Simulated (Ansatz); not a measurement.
# Ge wire along [100], 21 atoms a period, H-terminated: bands by functional, part 2 of 2

Aim: is the Ge wire along [100], 21 atoms a period, H-terminated a metal or a semiconductor?

Ansatz 0.2.0; DFT PBE, plane waves, PAW; relaxation of a wire's period; PAW set soft_1 (the session's first sound run).

So far. Step 2 (Relaxation of atoms and period): The cell's length comes to 5.789 Å with spin left out.

## 3. Bands of the perfect wire

This step: DFT PBE, plane waves, PAW; bands of a perfect wire; PAW set soft_1 (Ansatz 0.2.0).

At the relaxed period the bands are computed along the axis; those that cross an energy going forward count the channels that a perfect wire would open there.

input.yaml

```yaml
crystal:
  lattice:
    - [17.241, 0.0, 0.0]
    - [0.0, 17.241, 0.0]
    - [0.0, 0.0, 5.789135066]
  atoms:
    - { symbol: Ge, position: [0.253766017, 0.58850365, 0.981203549] }
    - { symbol: Ge, position: [0.417351804, 0.417351804, 0.001740499] }
    - { symbol: Ge, position: [0.411515655, 0.746253288, 0.981203549] }
    - { symbol: Ge, position: [0.58850365, 0.253766017, 0.981203549] }
    - { symbol: Ge, position: [0.582667501, 0.582667501, 0.001740499] }
    - { symbol: Ge, position: [0.746253288, 0.411515655, 0.981203549] }
    - { symbol: H, position: [0.282749585, 0.282749585, 0.103654282] }
    - { symbol: H, position: [0.71726972, 0.71726972, 0.103654282] }
    - { symbol: H, position: [0.189139465, 0.543647606, 0.108992182] }
    - { symbol: H, position: [0.456371699, 0.810879841, 0.108992182] }
    - { symbol: H, position: [0.543647606, 0.189139465, 0.108992182] }
    - { symbol: H, position: [0.810879841, 0.456371699, 0.108992182] }
    - { symbol: Ge, position: [0.335377427, 0.335377427, 0.255264754] }
    - { symbol: Ge, position: [0.335377427, 0.664641879, 0.244735246] }
    - { symbol: Ge, position: [0.500009653, 0.500009653, 0.25] }
    - { symbol: Ge, position: [0.664641879, 0.335377427, 0.244735246] }
    - { symbol: Ge, position: [0.664641879, 0.664641879, 0.255264754] }
    - { symbol: H, position: [0.189139465, 0.456371699, 0.391007818] }
    - { symbol: H, position: [0.456371699, 0.189139465, 0.391007818] }
    - { symbol: H, position: [0.543647606, 0.810879841, 0.391007818] }
    - { symbol: H, position: [0.810879841, 0.543647606, 0.391007818] }
    - { symbol: H, position: [0.282749585, 0.71726972, 0.396345718] }
    - { symbol: H, position: [0.71726972, 0.282749585, 0.396345718] }
    - { symbol: Ge, position: [0.253766017, 0.411515655, 0.518796451] }
    - { symbol: Ge, position: [0.411515655, 0.253766017, 0.518796451] }
    - { symbol: Ge, position: [0.417351804, 0.582667501, 0.498259501] }
    - { symbol: Ge, position: [0.582667501, 0.417351804, 0.498259501] }
    - { symbol: Ge, position: [0.58850365, 0.746253288, 0.518796451] }
    - { symbol: Ge, position: [0.746253288, 0.58850365, 0.518796451] }
    - { symbol: H, position: [0.213407074, 0.354168539, 0.686216846] }
    - { symbol: H, position: [0.354168539, 0.213407074, 0.686216846] }
    - { symbol: H, position: [0.645850766, 0.786612232, 0.686216846] }
    - { symbol: H, position: [0.786612232, 0.645850766, 0.686216846] }
    - { symbol: Ge, position: [0.334624242, 0.500009653, 0.75] }
    - { symbol: Ge, position: [0.500009653, 0.334624242, 0.75] }
    - { symbol: Ge, position: [0.500009653, 0.665395063, 0.75] }
    - { symbol: Ge, position: [0.665395063, 0.500009653, 0.75] }
    - { symbol: H, position: [0.213407074, 0.645850766, 0.813783154] }
    - { symbol: H, position: [0.354168539, 0.786612232, 0.813783154] }
    - { symbol: H, position: [0.645850766, 0.213407074, 0.813783154] }
    - { symbol: H, position: [0.786612232, 0.354168539, 0.813783154] }
kpoints:
  mp_grid: { grid: [1, 1, 14] }
  band_path: { path: ["Γ", Z], npoints: 90 }
scf:
  occupations: { method: fermi_dirac, width: 0.05 }
hamiltonian:
  xc: pbe
  pseudopotentials: { kind: paw, azcp: { folder: soft_1 } }
output:
  dos: { e_range: [-5, 4] }
  write_potential: true
  write_density: true
  volumetric_format: npy
```

Started as:

```bash
> ansatz run input.yaml --threads 4 --pin off --max-ram 16384MiB --backend cpu --events-out ev --progress --plain --runs-dir out
```

Numbers of over 12 decimals in the logs are rounded to 6 here.

The program printed:

```text
[...]
Crystal: 41 atoms, lattice volume = 1720.832 Å³
Basis set: ecut = 420 eV, 33675 PW (Γ)
Bands: 198, of which v1, the nominal top of the filled ones, is band 157 counted from 1 (156 counted from 0)
Symmetry: 8 space group operations
[...]
k-points: 8 of 14
[...]
SCF iter   1: F=—  HF=-90512.745698 eV  |F-HF|=—  |Δ(HF+E_count)|=         —  Δρ=3.55e-2  dr2=1.80e1  ethr=3.10e-3  ⟨swp⟩=6.4  Hψ=6257  notcnv=0  defer=78
[...]
SCF iter  10: F=-90507.792036 eV  HF=-90507.792036 eV  |F-HF|=6.65e-9  |Δ(HF+E_count)|=   1.32e-7  Δρ=1.01e-6  dr2=1.28e-8  ethr=3.18e-11  ⟨swp⟩=13.9  Hψ=7680  notcnv=0
SCF 1 converged in 10 iterations: F = -90507.792036 eV  dr2 = 1.28e-8
[...]
NSCF: frozen V_eff on 91 k-points
WARN: pass on a band path, mesh or list of k-points: the 91 k-points are solved 48 at a time at the most, because the 14.40 GiB of host memory that the pass is priced against does not hold them all with the solver's workspace as planned. The pass can take longer, above all where fewer k-points are solved at a time than the run has threads. As a rule a larger memory budget leaves room for more at once. The budget is what a run with no `--max-ram-frac` typed is planned for, 0.8 of the host's memory or its container's limit. More memory there lifts it, and so does a share over 0.88 that is typed (of such a share the budget is ten elevenths): [rest of the remark cut]
WARN: The output density's exchange-correlation potential varies sharply where the density is thin. Do not read a vacuum level from v_tot or v_xc, or from such a field of the output density. On a cell that repeats whose density bears no net charge and no dipole along the vacuum's axis use v_es (v_loc + v_h of the components); under efield.dipole_correction with no amplitude use v_es + v_field, which holds any externa [...]
SCF converged after 10 iterations
Free energy (F): -90507.792036 eV
[...]
Internal energy: -90507.792036 eV  (E = F + TS)
E sigma→0 (E₀):  -90507.792036 eV
Fermi energy:    -0.436697 eV
[...]
--- Band table (eV; the first three rows and the last of 8) ---
  k-point 0: bands = [... 153 lower, -2.0621, -1.8136, -1.8136, -1.7252, 0.9801, 1.0631, 1.2732, 1.2732, ... 37 higher]
  k-point 1: bands = [... 153 lower, -2.0990, -1.8227, -1.8227, -1.7371, 0.9976, 1.1203, 1.3029, 1.3029, ... 37 higher]
  k-point 2: bands = [... 153 lower, -2.1946, -1.8446, -1.8446, -1.7774, 1.0467, 1.2650, 1.3302, 1.3302, ... 37 higher]
  k-point 7: bands = [... 153 lower, -2.2731, -2.2714, -2.2060, -2.2060, 0.8380, 0.9215, 1.0275, 1.0275, ... 37 higher]
```

Wall time 15 min (4 threads of Arm Neoverse V2, shared host); peak memory 12 GiB.

Numbers from this step:

```
band gap : 2.561 eV
```

The electronic bands at the labelled points (eV, zero at the Fermi level; v1 is the highest filled band, c1 the lowest empty one):

```
  point     v4     v3     v2     v1    c1    c2    c3    c4
      Γ  -1.63  -1.38  -1.38  -1.29  1.42  1.50  1.71  1.71
halfway  -1.91  -1.47  -1.45  -1.45  1.53  1.54  1.54  1.74
      Z  -1.84  -1.83  -1.77  -1.77  1.27  1.36  1.46  1.46
```

The gap is 2.56 eV, with spin left out.

The path shows an indirect gap of 2.56 eV (valence top at Γ, conduction bottom between Γ and Z). The least direct gap is 2.71 eV.

## 4. Another level of theory, cutoff 500 eV, k-mesh 1×1×11

This step: DFT r2SCAN, plane waves, PAW; bands of a perfect wire at the PBE geometry; PAW set soft_1 (Ansatz 0.2.0).

The atoms stay at the PBE geometry and the functional changes. r2SCAN also reads the kinetic-energy density; it often gives larger moments and wider gaps than PBE, at a higher cost. Against the first PBE run of this kind, the cutoff is 500 eV against 420 and the mesh along the wire has 11 points against 14.

Changes to input.yaml since step 3:

```diff
@@ -48,3 +48,3 @@
 kpoints:
-  mp_grid: { grid: [1, 1, 14] }
+  mp_grid: { grid: [1, 1, 11] }
   band_path: { path: ["Γ", Z], npoints: 90 }
@@ -53,8 +53,3 @@
 hamiltonian:
-  xc: pbe
+  xc: r2scan
   pseudopotentials: { kind: paw, azcp: { folder: soft_1 } }
-output:
-  dos: { e_range: [-5, 4] }
-  write_potential: true
-  write_density: true
-  volumetric_format: npy
```

The program printed:

```text
[...]
Crystal: 41 atoms, lattice volume = 1720.832 Å³
Basis set: ecut = 500 eV, 43753 PW (Γ), exchange–correlation on 512×512×180 points (64 copies of the dense FFT grid, shifted against one another)
Bands: 198, of which v1, the nominal top of the filled ones, is band 157 counted from 1 (156 counted from 0)
Symmetry: 8 space group operations
[...]
k-points: 6 of 11
[...]
SCF iter   1: F=—  HF=-90678.213867 eV  |F-HF|=—  |Δ(HF+E_count)|=         —  Δρ=3.46e-2  dr2=1.68e1  dr2_τ=1.44e-1  ethr=3.10e-3  ⟨swp⟩=6.5  Hψ=4750  notcnv=0  defer=55
[...]
SCF iter  10: F=-90675.502719 eV  HF=-90675.502718 eV  |F-HF|=5.98e-8  |Δ(HF+E_count)|=   5.07e-7  Δρ=1.17e-6  dr2=2.38e-8  dr2_τ=4.00e-10  ethr=3.18e-11  ⟨swp⟩=14.3  Hψ=5596  notcnv=0
SCF 1 converged in 10 iterations: F = -90675.502719 eV  dr2 = 2.38e-8
[...]
SCF converged after 10 iterations
Free energy (F): -90675.502719 eV
[...]
Internal energy: -90675.502719 eV  (E = F + TS)
E sigma→0 (E₀):  -90675.502719 eV
Fermi energy:    -0.468874 eV
[...]
--- Band table (eV; the first three rows and the last of 6) ---
  k-point 0: bands = [... 153 lower, -2.2944, -2.0231, -2.0231, -1.9329, 1.1224, 1.1598, 1.3669, 1.3669, ... 37 higher]
  k-point 1: bands = [... 153 lower, -2.3537, -2.0379, -2.0379, -1.9532, 1.1863, 1.2174, 1.4168, 1.4168, ... 37 higher]
  k-point 2: bands = [... 153 lower, -2.4936, -2.0712, -2.0712, -2.0242, 1.2492, 1.3849, 1.3849, 1.4410, ... 37 higher]
  k-point 5: bands = [... 153 lower, -2.5218, -2.4759, -2.3826, -2.3826, 0.9849, 1.0934, 1.1598, 1.1598, ... 37 higher]
```

Elapsed: 21 min, on 4 threads; peak memory 12 GiB.

Numbers from this step:

```yaml
band_gap: 2.918 eV
```

The electronic bands at the labelled points (eV, zero at the Fermi level; v1 is the highest filled band, c1 the lowest empty one):

| point | v4 | v3 | v2 | v1 | c1 | c2 | c3 | c4 |
| --- | --- | --- | --- | --- | --- | --- | --- | --- |
| Γ | -1.83 | -1.55 | -1.55 | -1.46 | 1.59 | 1.63 | 1.84 | 1.84 |
| halfway | -2.12 | -1.65 | -1.63 | -1.63 | 1.71 | 1.71 | 1.72 | 1.91 |
| Z | -2.05 | -2.04 | -1.97 | -1.97 | 1.46 | 1.52 | 1.63 | 1.63 |

The gap is 2.92 eV, against 2.56 eV under PBE at the relaxed period.

## 5. Outcome

| Quantity | Value |
| --- | --- |
| cell length, PBE | 5.789 Å |
| gap, PBE | 2.56 eV |
| gap, r2SCAN | 2.92 eV |

Under PBE the cell's length is 5.79 Å, and a gap of 2.56 eV makes it a semiconductor. At the relaxed period the wire is gapped under every functional, from 2.56 eV (PBE) to 2.92 eV (r2SCAN). Weak screening in one dimension makes quasiparticle gaps larger than the semilocal gaps, as a rule.

[Logs are printed without paths, hosts, clocks, repeated set-up lines and the standing remarks that a program may print on its own settings, such as how far it seeks lower states.]

[Hosts, paths, dates, database ids (printed as entryN), source tags and the programs' standing remarks are cut or masked in the printed files.]
